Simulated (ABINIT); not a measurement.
# Gap slopes of SnO2 (Cassiterite) from G0W0 (hydrostatic strain), part 2 of 2

Does PBE give the same change of gap under hydrostatic strain as G0W0? The case is SnO2 (Cassiterite).

ABINIT 10.8.3; PBE and many-body steps on it, plane waves. Known limits of the many-body steps: not at the basis limit; no spin-orbit coupling; coarse k mesh.

So far. Step 7 (G0W0, strain +1 %): The gap on the mesh goes from 0.92 eV to 2.26 eV, a correction of +1.34 eV.

## Step 8: G0W0, strain -2 %

Level of this step: G0W0 on PBE, plane waves, norm-conserving pseudopotentials (ABINIT).

The cell differs from the one that the last finished run ended in (a 4.785 → 4.643 Å, b 4.785 → 4.643 Å, c 3.218 → 3.123 Å).

run.abi reads:

```
acell 3*1.0 Angstrom
rprim 
  4.643240000000 0.000000000000 0.000000000000
  0.000000000000 4.643240000000 0.000000000000
  0.000000000000 0.000000000000 3.122770000000
ntypat 2
znucl 50 8
natom 6
typat 1 1 2 2 2 2
xred 
  0.000000000000 -0.000000000000 0.000000000000
  0.500000000000 0.500000000000 0.500000000000
  0.304298733110 0.304298733110 0.000000000000
  0.195701266890 0.804298733110 0.500000000000
  0.695701266890 0.695701266890 0.000000000000
  0.804298733110 0.195701266890 0.500000000000
pp_dirpath "pseudos"
pseudos "Sn.upf, O.upf"
ecut 42
ngkpt 4 4 4
nshiftk 1
shiftk 0 0 0
kptopt 1
chksymbreak 0
istwfk *1
occopt 1
irdwfk 1
optdriver 4
nband 105
gwcalctyp 0
ecutsigx 42
symsigma 1
nkptgw 1
kptgw 
  0.0000000000 0.0000000000 0.0000000000
bdgw 
  32 37
ecuteps 4.8
irdscr 1
ppmodel 1
indata_prefix "in"
outdata_prefix "out"
tmpdata_prefix "tmp"
```

Command:

```sh
OMP_NUM_THREADS=1 mpirun -n 8 abinit run.abi > log
```

Numbers of over 12 decimals in the logs are rounded to 6 here.

Log:

```text
.Version 10.8.3 of ABINIT. v10.8.2 released Aug 2026.

 Symmetries : space group P4_2/m n m (#136); Bravais tP (primitive tetrag.)
[... echo of the input left out ...]
== DATASET  1 ==================================================================
-   mpi_nproc: 8, omp_nthreads: 1 (-1 if OMP is not activated)

--- !DatasetInfo
iteration_state: {dtset: 1, }
dimensions: {natom: 6, nkpt: 18, mband: 105, nsppol: 1, nspinor: 1, nspden: 1, mpw: 5968, }
cutoff_energies: {ecut:  42.0, pawecutdg:  -1.0, }
[...]
35   9.511 -16.740 -12.541  -2.766   0.852  -0.174 -15.519   1.221  10.732
       36  14.250 -12.500  -7.399  -3.805   0.861  -0.162 -11.384   1.115  15.365
       37  14.250 -12.500  -7.399  -3.805   0.861  -0.162 -11.384   1.115  15.365

== END DATASET(S) ==============================================================
================================================================================

 -outvars: echo values of variables after computation  --------
           etotal      0.0000000000E+00
            nband         105
             nkpt          18
          spgroup         136
 [... the other variables as echoed above ...]

 Calculation completed.
```

The job ended after 13 s (8 MPI ranks of Arm Neoverse N1, shared host; peak memory 2.3 GiB; 1.7 min of CPU time).

This step gave:

- G0W0 gap on the points computed: 3.611 eV
- starting gap on the mesh: 1.962 eV
- k of the valence top: 0, 0, 0
- k of the conduction bottom: 0, 0, 0
- least direct G0W0 gap on the computed points: 3.611 eV

The gap on the mesh goes from 1.96 eV to 3.61 eV, a correction of +1.65 eV.

Again on this cell's own states.

## Step 9: G0W0, strain +2 %

The cell differs from the one that the last finished run ended in (a 4.643 → 4.833 Å, b 4.643 → 4.833 Å, c 3.123 → 3.250 Å).

run.abi reads:

```
acell 3*1.0 Angstrom
rprim 
  4.832760000000 0.000000000000 0.000000000000
  0.000000000000 4.832760000000 0.000000000000
  0.000000000000 0.000000000000 3.250230000000
ntypat 2
znucl 50 8
natom 6
typat 1 1 2 2 2 2
xred 
  0.000000000000 0.000000000000 -0.000000000000
  0.500000000000 0.500000000000 0.500000000000
  0.306879767574 0.306879767574 -0.000000000000
  0.193120232426 0.806879767574 0.500000000000
  0.693120232426 0.693120232426 -0.000000000000
  0.806879767574 0.193120232426 0.500000000000
pp_dirpath "pseudos"
pseudos "Sn.upf, O.upf"
ecut 42
ngkpt 4 4 4
nshiftk 1
shiftk 0 0 0
kptopt 1
chksymbreak 0
istwfk *1
occopt 1
irdwfk 1
optdriver 4
nband 114
gwcalctyp 0
ecutsigx 42
symsigma 1
nkptgw 1
kptgw 
  0.0000000000 0.0000000000 0.0000000000
bdgw 
  32 36
ecuteps 4.8
irdscr 1
ppmodel 1
indata_prefix "in"
outdata_prefix "out"
tmpdata_prefix "tmp"
```

Log:

```text
.Version 10.8.3 of ABINIT. v10.8.2 released Aug 2026.

 Symmetries : space group P4_2/m n m (#136); Bravais tP (primitive tetrag.)
[... echo of the input left out ...]
== DATASET  1 ==================================================================
-   mpi_nproc: 8, omp_nthreads: 1 (-1 if OMP is not activated)

--- !DatasetInfo
iteration_state: {dtset: 1, }
dimensions: {natom: 6, nkpt: 18, mband: 114, nsppol: 1, nspinor: 1, nspden: 1, mpw: 6706, }
cutoff_energies: {ecut:  42.0, pawecutdg:  -1.0, }
[...]
34   6.069 -20.242 -26.127   5.581   0.782  -0.279 -20.479  -0.237   5.832
       35   6.679 -16.321 -12.748  -2.394   0.838  -0.193 -15.332   0.989   7.667
       36  11.659 -16.567 -10.975  -3.621   0.828  -0.207 -14.934   1.632  13.292

== END DATASET(S) ==============================================================
================================================================================

 -outvars: echo values of variables after computation  --------
           etotal      0.0000000000E+00
            nband         114
             nkpt          18
          spgroup         136
 [... the other variables as echoed above ...]

 Calculation completed.
```

Run time: 14 s. Hardware: 8 MPI ranks; peak memory 2.6 GiB; 1.9 min of CPU time.

This step gave:

```
G0W0 gap on the points computed              : 1.835 eV
starting gap on the mesh                     : 0.6095 eV
k of the valence top                         : 0, 0, 0
k of the conduction bottom                   : 0, 0, 0
least direct G0W0 gap on the computed points : 1.835 eV
```

The gap on the mesh goes from 0.61 eV to 1.83 eV, a correction of +1.23 eV.

Again on this cell's own states.

## Step 10: The series

One mesh (4×4×4), Godby-Needs plasmon pole, bands up to a fixed energy, so that their count changes with the cell; hydrostatic strain per length. The ions were relaxed in each strained cell. Plane waves in the screening: 217, 233, 249, 249 and 267.

| strain (%) | PBE gap (eV) | G0W0 gap (eV) | least direct G0W0 gap (eV) | G0W0 edges |
| --- | --- | --- | --- | --- |
| -2 | 1.962 | 3.611 | 3.611 | Γ to Γ |
| -1 | 1.595 | 3.145 | 3.145 | Γ to Γ |
| +0 | 1.247 | 2.697 | 2.697 | Γ to Γ |
| +1 | 0.918 | 2.258 | 2.258 | Γ to Γ |
| +2 | 0.610 | 1.835 | 1.835 | Γ to Γ |

## Step 11: Summary of results

```
slope under compression      : −358 (PBE) and −457 (G0W0) meV per %
slope under tension          : −319 (PBE) and −431 (G0W0) meV per %
GW settings, unstrained cell : 4×4×4 mesh, 109 bands, screening to 130.6 eV
known limits                 : not at the basis limit; no spin-orbit coupling; coarse k mesh
```

In words: On the side of compression the slopes of gap against strain are −358 (PBE) and −457 (G0W0) meV per %. On the side of tension the slopes of gap against strain are −319 (PBE) and −431 (G0W0) meV per %. One line through all points gives volume deformation potentials of -11.28 eV (PBE) and -14.80 eV (G0W0). Gaps are read on the mesh, so a valley between its points is missed. Bands and cutoff are finite, so the gap is not at the basis limit. The miss can reach some tenths of an eV and take either sign; the mesh is an error of its own. In the G0W0 run levels were corrected at 1 k point alone, so a gap called «on the mesh» is the least over those, and an edge elsewhere would be missed. The 4×4×4 mesh is coarse for this cell, which bears on the long-range parts of exchange and screening. The many-body steps are scalar-relativistic: spin-orbit coupling is not in them.

[Paths, hosts, dates, memory and timing lines, banners, echoed tables and standing remarks are left out of the program output.]

[Logs are printed without paths, hosts, clocks, repeated set-up lines and the standing remarks that a program may print on its own settings, such as how far it seeks lower states.]

[Runs of the session that timed out or met a known fault of the program may be left out.]

[Hosts, paths, dates, database ids (printed as entryN), source tags and the programs' standing remarks are cut or masked in the printed files.]

[G0W0 gaps are taken among the corrected bands and points alone; a level outside them can change the order at an edge.]

[Where Ansatz stands beside ABINIT at settings called matched, ABINIT's density can come from a denser mesh and the files from another edition; pairs whose starting gaps differed by over 0.03 eV were left out, so agreement reads better than it is.]
